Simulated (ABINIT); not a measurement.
# A GW chain in ABINIT: BaH2 (P6_3/mmc)

How does a plane-wave GW calculation on BaH2 (P6_3/mmc) run from the first input to the gap?

Program: ABINIT 10.8.3. Level of theory: PBEsol and many-body steps on it, plane waves. Results are calculated unless marked as measured.

### 1. Starting point

Symmetry: P6_3/mmc, No. 194, hexagonal system. The conventional cell has a = 4.462 Å, b = 4.462 Å, c = 6.055 Å, α = 90.00°, β = 90.00°, γ = 120.00°. Ba has 11 H at 2.58 to 3.03 Å nearest. Nearest to H lie 5 Ba at 2.58 to 3.03 Å and 6 H at 2.99 Å. Nearest to H lie 6 Ba at 2.99 Å and 8 H at 2.99 to 3.03 Å. Farther neighbours are not listed.

The cell and positions are those that the Materials Project relaxed with its own functionals (PBE, PBE+U or r2SCAN), kept fixed. Spin-orbit coupling is left out unless a step names it.

### 2. Ground state

This step: ABINIT 10.8.3; DFT, PBEsol, plane waves, norm-conserving pseudopotentials.

The ground-state density comes first.

Contents of run.abi:

```
acell 3*1.0 Angstrom
rprim 
  4.462025052349 0.000000000014 0.000000000000
  -2.231012526186 3.864227047650 0.000000000000
  0.000000000000 0.000000000000 6.055292590000
ntypat 2
znucl 56 1
natom 6
typat 1 1 2 2 2 2
xred 
  0.666666666667 0.333333333333 0.750000000000
  0.333333333333 0.666666666667 0.250000000000
  0.333333333333 0.666666666667 0.750000000000
  0.666666666667 0.333333333333 0.250000000000
  -0.000000000000 -0.000000000000 0.500000000000
  -0.000000000000 -0.000000000000 0.000000000000
pp_dirpath "pseudos"
pseudos "Ba.upf, H.upf"
ecut 32
ngkpt 6 6 4
nshiftk 1
shiftk 0 0 0
kptopt 1
chksymbreak 0
nband 19
occopt 1
tolvrs 1e-10
nstep 60
prtwf 0
optforces 0
optstress 0
indata_prefix "in"
outdata_prefix "out"
tmpdata_prefix "tmp"
```

Run with:

```
$ OMP_NUM_THREADS=1 mpirun -n 8 abinit run.abi > log
```

Numbers of over 12 decimals in the logs are rounded to 6 here.

The log of the run:

```text
.Version 10.8.3 of ABINIT. v10.8.2 released Aug 2026.

 Symmetries : space group P6_3/m m c (#194); Bravais hP (primitive hexag.)
================================================================================
 Values of the parameters that define the memory need of the present run
     intxc =       0    ionmov =       0      iscf =       7    lmnmax =       6
     lnmax =       6     mgfft =      60  mpssoang =       3    mqgrid =    3001
     natom =       6  nloc_mem =       1    nspden =       1   nspinor =       1
    nsppol =       1      nsym =      24    n1xccc =    2501    ntypat =       2
    occopt =       1   xclevel =       2
-    mband =          19        mffmem =           1         mkmem =           3
       mpw =        6123          nfft =      121500          nkpt =          21
================================================================================
  Rough estimation (10% accuracy) of disk space for files :
================================================================================

--------------------------------------------------------------------------------
------------- Echo of variables that govern the present computation ------------
--------------------------------------------------------------------------------
 -outvars: echo values of preprocessed input variables --------
            acell      1.8897261259E+00  1.8897261259E+00  1.8897261259E+00 Bohr

      chksymbreak           0
             ecut      3.20000000E+01 Hartree
-          fftalg         312

              ixc     -116133
              kpt      0.00000000E+00  0.00000000E+00  0.00000000E+00
                       1.66666667E-01  0.00000000E+00  0.00000000E+00
                       3.33333333E-01  0.00000000E+00  0.00000000E+00
                       5.00000000E-01  0.00000000E+00  0.00000000E+00
                       1.66666667E-01  1.66666667E-01  0.00000000E+00
                       3.33333333E-01  1.66666667E-01  0.00000000E+00
                       3.33333333E-01  3.33333333E-01  0.00000000E+00
                       0.00000000E+00  0.00000000E+00  2.50000000E-01
                       1.66666667E-01  0.00000000E+00  2.50000000E-01
   [... 10 further rows ...]
                       3.33333333E-01  1.66666667E-01  5.00000000E-01
                       3.33333333E-01  3.33333333E-01  5.00000000E-01
         kptrlatt        6    0    0      0    6    0      0    0    4
          kptrlen      4.57713784E+01
P           mkmem           3
            natom           6
            nband          19
            ngfft          45      45      60
             nkpt          21
            nstep          60
             nsym          24
           ntypat           2
              occ      2.000000  2.000000  2.000000  2.000000  2.000000  2.000000
                       2.000000  2.000000  2.000000  2.000000  2.000000  2.000000
                       0.000000  0.000000  0.000000  0.000000  0.000000  0.000000
                       0.000000
        optforces           0
        optstress           0
            prtwf           0
            rprim      4.4620250523E+00  1.4000000000E-11  0.0000000000E+00
[...]
spgroup         194

           tolvrs      1.00000000E-10

             xred      6.6666666667E-01  3.3333333333E-01  7.5000000000E-01
[...]
znucl       56.00000    1.00000

================================================================================

 chkinp: Checking input parameters for consistency.

================================================================================
== DATASET  1 ==================================================================
-   mpi_nproc: 8, omp_nthreads: 1 (-1 if OMP is not activated)

--- !DatasetInfo
iteration_state: {dtset: 1, }
dimensions: {natom: 6, nkpt: 21, mband: 19, nsppol: 1, nspinor: 1, nspden: 1, mpw: 6123, }
cutoff_energies: {ecut:  32.0, pawecutdg:  -1.0, }
electrons: {nelect:   2.40000000E+01, charge:   0.00000000E+00, occopt:   1.00000000E+00, tsmear:   1.00000000E-02, }

 Real(R)+Recip(G) space primitive vectors, cartesian coordinates (Bohr,Bohr^-1):
 R(1)=  8.4320053  0.0000000  0.0000000  G(1)=  0.1185958  0.0684713  0.0000000
 R(2)= -4.2160027  7.3023308  0.0000000  G(2)=  0.0000000  0.1369426  0.0000000
 R(3)=  0.0000000  0.0000000 11.4428446  G(3)=  0.0000000  0.0000000  0.0873909
 Unit cell volume ucvol=  7.0457361E+02 bohr^3
 Angles (23,13,12)=  9.00000000E+01  9.00000000E+01  1.20000000E+02 degrees

 getcut: wavevector=  0.0000  0.0000  0.0000  ngfft=  45  45  60
         ecut(hartree)=     32.000   => boxcut(ratio)=   2.04919

--- Pseudopotential description ------------------------------------------------
- Ba Generated using ONCVPSP code by D. R. Hamann
- 56.00000  10.00000  180301                  znucl, zion, pspdat
12 -116133 2 -1 1936                          pspcod,pspxc,lmax,lloc,mmax
     nproj     2     2     2
  pspatm : epsatm=   26.37418133
         --- l  ekb(1:nproj) -->
[...]
pspatm: atomic psp has been read  and splines computed

- H Generated using ONCVPSP code by D. R. Hamann
-  1.00000   1.00000  180301                  znucl, zion, pspdat
12 -116133 1 -1 1180                          pspcod,pspxc,lmax,lloc,mmax
     nproj     2     1     0
  pspatm : epsatm=    0.35585368
         --- l  ekb(1:nproj) -->
[...]
1   -0.494138
 pspatm: atomic psp has been read  and splines computed

   1.30012266E+03                                ecore*ucvol(ha*bohr**3)
--------------------------------------------------------------------------------

_setup2: Arith. and geom. avg. npw (full set) are    6093.771    6093.766

================================================================================

--- !BeginCycle
iteration_state: {dtset: 1, }
solver: {iscf: 7, nstep: 60, nline: 4, wfoptalg: 0, }
tolerances: {tolvrs: 1.00E-10, }

     iter   Etot(hartree)      deltaE(h)  residm     vres2
 ETOT  1  -58.544136812078    -5.854E+01 3.436E-02 2.163E+02
 ETOT  2  -58.596778237353    -5.264E-02 2.126E-03 1.561E+00
 ETOT  3  -58.597175463096    -3.972E-04 3.370E-04 2.030E-01
 ETOT  4  -58.597191250721    -1.579E-05 3.285E-04 4.510E-03
 ETOT  5  -58.597191522449    -2.717E-07 7.758E-05 2.965E-04
 ETOT  6  -58.597191544653    -2.220E-08 4.386E-05 5.513E-06
 ETOT  7  -58.597191545033    -3.800E-10 5.614E-05 6.062E-08
 ETOT  8  -58.597191545036    -3.645E-12 2.740E-05 4.778E-10
 ETOT  9  -58.597191545038    -1.776E-12 3.394E-05 9.264E-12

 At SCF step    9       vres2   =  9.26E-12 < tolvrs=  1.00E-10 =>converged.

--- !ResultsGS
iteration_state: {dtset: 1, }
comment   : Summary of ground state results
lattice_vectors:
- [  8.4320053,   0.0000000,   0.0000000, ]
- [ -4.2160027,   7.3023308,   0.0000000, ]
- [  0.0000000,   0.0000000,  11.4428446, ]
lattice_lengths: [   8.43201,    8.43201,   11.44284, ]
lattice_angles: [ 90.000,  90.000, 120.000, ] # degrees, (23, 13, 12)
lattice_volume:   7.0457361E+02
convergence: {deltae: -1.776E-12, res2:  9.264E-12, residm:  3.394E-05, diffor:  0.000E+00, }
etotal    :  -5.85971915E+01
entropy   :   0.00000000E+00
fermie    :   1.51815635E-01
cartesian_stress_tensor: null
pressure_GPa: null
xred      :
- [  6.6667E-01,   3.3333E-01,   7.5000E-01, Ba]
- [  3.3333E-01,   6.6667E-01,   2.5000E-01, Ba]
- [  3.3333E-01,   6.6667E-01,   7.5000E-01,  H]
- [  6.6667E-01,   3.3333E-01,   2.5000E-01,  H]
- [  3.7007E-17,   9.2519E-17,   5.0000E-01,  H]
- [  3.7007E-17,   9.2519E-17,   2.7756E-17,  H]
cartesian_forces: null
force_length_stats: {min: null, max: null, mean: null, }

 Integrated electronic density in atomic spheres:
 ------------------------------------------------
 Atom  Sphere_radius  Integrated_density
[...]
================================================================================

 ----iterations are completed or convergence reached----

 Mean square residual over all n,k,spin=   15.499E-08; max=  33.937E-06
 reduced coordinates (array xred) for    6 atoms
[...]
0.333333333333      0.666666666667      0.750000000000
       0.666666666667      0.333333333333      0.250000000000
       0.000000000000      0.000000000000      0.500000000000
       0.000000000000      0.000000000000      0.000000000000
 rms dE/dt=  0.0000E+00; max dE/dt=  0.0000E+00; dE/dt below (all hartree)
    1       0.000000000000      0.000000000000      0.000000000000
    2       0.000000000000      0.000000000000      0.000000000000
    3       0.000000000000      0.000000000000      0.000000000000
    4       0.000000000000      0.000000000000      0.000000000000
    5       0.000000000000      0.000000000000      0.000000000000
    6       0.000000000000      0.000000000000      0.000000000000

 cartesian coordinates (angstrom) at end:
    1      2.231013     1.288076     4.541469
    2     -7.67e-12     2.576151     1.513823
    3     -7.67e-12     2.576151     4.541469
    4      2.231013     1.288076     1.513823
    5     -0.000000     0.000000     3.027646
    6     -0.000000     0.000000     0.000000
 length scales=  1.889726125908  1.889726125908  1.889726125908 bohr
              =  1.000000000000  1.000000000000  1.000000000000 angstroms
 prteigrs : about to open file out_EIG
 Fermi (or HOMO) energy (hartree) =   0.15182   Average Vxc (hartree)=  -0.33174
 Eigenvalues (hartree) for nkpt=  21  k points:
 kpt#   1, nband= 19, wtk=  0.00694, kpt=  0.0000  0.0000  0.0000 (reduced coord)
  -0.84430   -0.83787   -0.32333   -0.29297   -0.29297   -0.28383   -0.28383   -0.28230
  -0.00795    0.04287    0.13315    0.15182    0.25198    0.25198    0.28885    0.28885
   0.28991    0.28991    0.31860
 prteigrs : prtvol=0 or 1, do not print more k-points.

--- !EnergyTerms
iteration_state     : {dtset: 1, }
comment             : Components of total free energy in Hartree
kinetic             :  1.50880991068436E+01
hartree             :  6.42460586604234E+00
xc                  : -1.46237885651984E+01
Ewald energy        : -4.52642621004392E+01
psp_core            :  1.84526163042131E+00
local_psp           : -2.86509529720726E+01
non_local_psp       :  6.58384548936459E+00
total_energy        : -5.85971915450383E+01
total_energy_eV     : -1.59451081206177E+03
band_energy         : -6.30054859326211E+00

== END DATASET(S) ==============================================================
================================================================================

 -outvars: echo values of variables after computation  --------
           etotal     -5.8597191545E+01
            nband          19
             nkpt          21
          spgroup         194
 [... the other variables as echoed above ...]

 Calculation completed.
```

It took 26 s on 8 MPI ranks of Arm Neoverse N1, shared host; peak memory 0.69 GiB.

Numbers from this step:

```
total energy               : -1594.5108 eV
gap                        : 1.473 eV
k of the valence top       : 0, 0, 0
k of the conduction bottom : 0.3333, 0.3333, 0.5
least direct gap           : 2.542 eV
```

The gap is indirect, with the least direct gap 1.07 eV higher.

[end of part 1 of 3]

[Paths, hosts, dates, memory and timing lines, banners, echoed tables and standing remarks are left out of the program output.]

[Logs are printed without paths, hosts, clocks, repeated set-up lines and the standing remarks that a program may print on its own settings, such as how far it seeks lower states.]

[Runs of the session that timed out or met a known fault of the program may be left out.]

[Hosts, paths, dates, database ids (printed as entryN), source tags and the programs' standing remarks are cut or masked in the printed files.]

[G0W0 gaps are taken among the corrected bands and points alone; a level outside them can change the order at an edge.]

[Where Ansatz stands beside ABINIT at settings called matched, ABINIT's density can come from a denser mesh and the files from another edition; pairs whose starting gaps differed by over 0.03 eV were left out, so agreement reads better than it is.]
